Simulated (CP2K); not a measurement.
Two runs for the O K edge of vinyl acetate. Run A: CP2K XAS_TDP, all-electron GAPW, PBEh(45%), aug-cc-pVDZ, TDA, no relativity. Run B differs in one setting.

First lines with a strength over 0.0015. A:

```
              atom  energy (eV)  states  strength, one atom
  O3 (bonded to C)       527.30       1              0.0411
                         533.45       1              0.0017
                         533.92       1              0.0019
                         534.00       1              0.0017
                         534.74       1              0.0017
O4 (bonded to 2 C)       531.19       1              0.0142
                         532.32       1              0.0109
                         533.66       1              0.0115
                         533.87       1              0.0124
                         534.26       1              0.0032
```

B:

```
              atom  energy (eV)  states  strength, one atom
  O3 (bonded to C)       533.00       1              0.0464
                         539.37       1              0.0027
                         539.49       2              0.0024
                         539.97       1              0.0024
                         540.49       1              0.0034
O4 (bonded to 2 C)       537.69       1              0.0214
                         539.09       1              0.0077
                         539.35       1              0.0191
                         540.10       1              0.0173
                         540.47       1              0.0381
```

Q: Which was it: the basis, scalar relativity switched on, GW2X switched on, the functional?

The functional (functional from PBEh(45%) to PBEh(60%); the lines alone don't name the new value). A functional moves all lines by electronvolts and changes their spacings and strengths. Against PBEh(45%) in aug-cc-pVDZ, the leading lines move by +5.70 eV (O3, to 533.00) and +6.50 eV (O4, to 537.69); the strength of O3's goes from 0.0411 to 0.0464. The next line of O3 over the strength cut lies 6.37 eV higher, against 6.15.

[Banner, clock and machine lines of the logs are left out without a mark of their own.]

[Logs are printed without paths, hosts, clocks, repeated set-up lines and the standing remarks that a program may print on its own settings, such as how far it seeks lower states.]

[Hosts, paths, dates, database ids (printed as entryN), source tags and the programs' standing remarks are cut or masked in the printed files.]
